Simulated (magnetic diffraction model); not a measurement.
# Magnetic neutron pattern of ErMoS4I

Space group P2_1/c (no. 14), a = 6.7600 Å, b = 15.9620 Å, c = 8.5760 Å, β = 113.29°.

| site | atom | x | y | z |
| --- | --- | --- | --- | --- |
| 4e | Er | 0.3608 | 0.5512 | 0.6962 |
| 4e | I | 0.5412 | 0.6005 | 0.4700 |
| 4e | Mo | 0.0793 | 0.8574 | 0.6312 |
| 4e | S | 0.7716 | 0.6507 | 0.9174 |
| 4e | S | 0.7994 | 0.2795 | 0.2948 |
| 4e | S | 0.9950 | 0.0683 | 0.1586 |
| 4e | S | 0.3137 | 0.5677 | 0.0461 |

This is a made-up structure (elements placed in a structure type, unrelaxed), so the numbers test the method and describe no known phase.

Only Er is taken to order (form factors of Er3+); orders and moment sizes are assumed, and not adapted to the symmetry. Radiation: neutrons of λ = 1.909 Å, 5° to 30°; isotropic B of 0.45 Å² (Er), 0.43 Å² (I), 0.56 Å² (Mo) and 0.61 Å² (S). The intensities are simulated: I ∝ L Σ (|F_N|² + |F_M⊥|²) for unpolarised neutrons, with F_M = 2.695 fm/μB × Σ f(s) S exp(2πi Q·r) exp(−B s²) at Q = H ± k (one set where k and −k are equivalent), only the part normal to Q counting and L = 1/(sin²θ cos θ). For collinear order S is the moment m, which repeats by lattice and centring translations R with the sign exp(−2πi k·R). Form factors are spin-only for 3d ions and dipole or tabulated for f ions, scattering lengths are Sears's of 1992, and absorption is left out. A label names one of the reflections at its angle. The strongest nuclear line in the range is 100, and lines under 0.2 are left out.

Assume the order k = (0 0 1/2), collinear moments along [110], 5.67 μB on Er; signs + at (0.3608, 0.5512, 0.6962), − at (0.3608, 0.9488, 0.1962), + at (0.6392, 0.4488, 0.3038), − at (0.6392, 0.0512, 0.8038).

Predict the pattern, nuclear and magnetic parts apart.

```tsv
2θ (°)	index	nuclear	magnetic
6.95	(0 0 1/2)	0.0	23.9
9.77	(0 1 1/2)	0.0	479.8
13.74	(0 2 0)	80.2	0.0
15.41	(0 2 1/2)	0.0	3.1
15.53	(0 1 1)	5.9	0.0
16.23	(1 0 -1/2)	0.0	53.8
17.64	(1 1 -1/2)	0.0	86.4
17.69	(1 0 0)	1.7	0.0
18.97	(1 1 -1)	16.7	0.0
18.99	(1 1 0)	51.2	0.0
19.61	(0 2 1)	3.8	0.0
20.94	(0 0 3/2)	0.0	20.9
21.33	(-1 2 1/2)	0.0	64.5
21.43	(1 0 -3/2)	0.0	10.0
21.46	(1 0 1/2)	0.0	57.5
21.83	(0 3 1/2)	0.0	37.8
22.06	(0 1 3/2)	0.0	111.7
22.45	(1 2 -1)	47.3	0.0
22.46	(1 2 0)	62.7	0.0
22.53	(1 1 -3/2)	0.0	124.3
22.55	(1 1 1/2)	0.0	36.0
25.00	(0 3 1)	34.8	0.0
25.13	(0 2 3/2)	0.0	21.2
25.55	(1 2 -3/2)	0.0	6.8
25.57	(1 2 1/2)	0.0	39.4
26.39	(1 3 -1/2)	0.0	5.8
26.59	(1 0 -2)	38.9	0.0
27.32	(1 3 -1)	100.0	0.0
27.33	(1 3 0)	19.6	0.0
27.50	(1 1 -2)	69.3	0.0
27.53	(1 1 1)	75.8	0.0
27.68	(0 4 0)	39.6	0.0
28.05	(0 0 2)	0.9	0.0
28.57	(0 4 1/2)	0.0	0.5
28.91	(0 1 2)	19.1	0.0
29.59	(0 3 3/2)	0.0	37.8
29.95	(1 3 -3/2)	0.0	57.8
29.97	(1 3 1/2)	0.0	16.8
```

The strongest magnetic line in the range is (0 1 1/2) at 9.77° (479.8). On top of the Lorentz factor, which all lines share, magnetic lines fade with angle because f falls: for Er3+ it is 0.96, 0.86, 0.73 and 0.47 at sin θ/λ = 0.1, 0.2, 0.3 and 0.5 Å⁻¹, while nuclear lengths stay constant. The order has no net moment.

[Logs are printed without paths, hosts, clocks, repeated set-up lines and the standing remarks that a program may print on its own settings, such as how far it seeks lower states.]
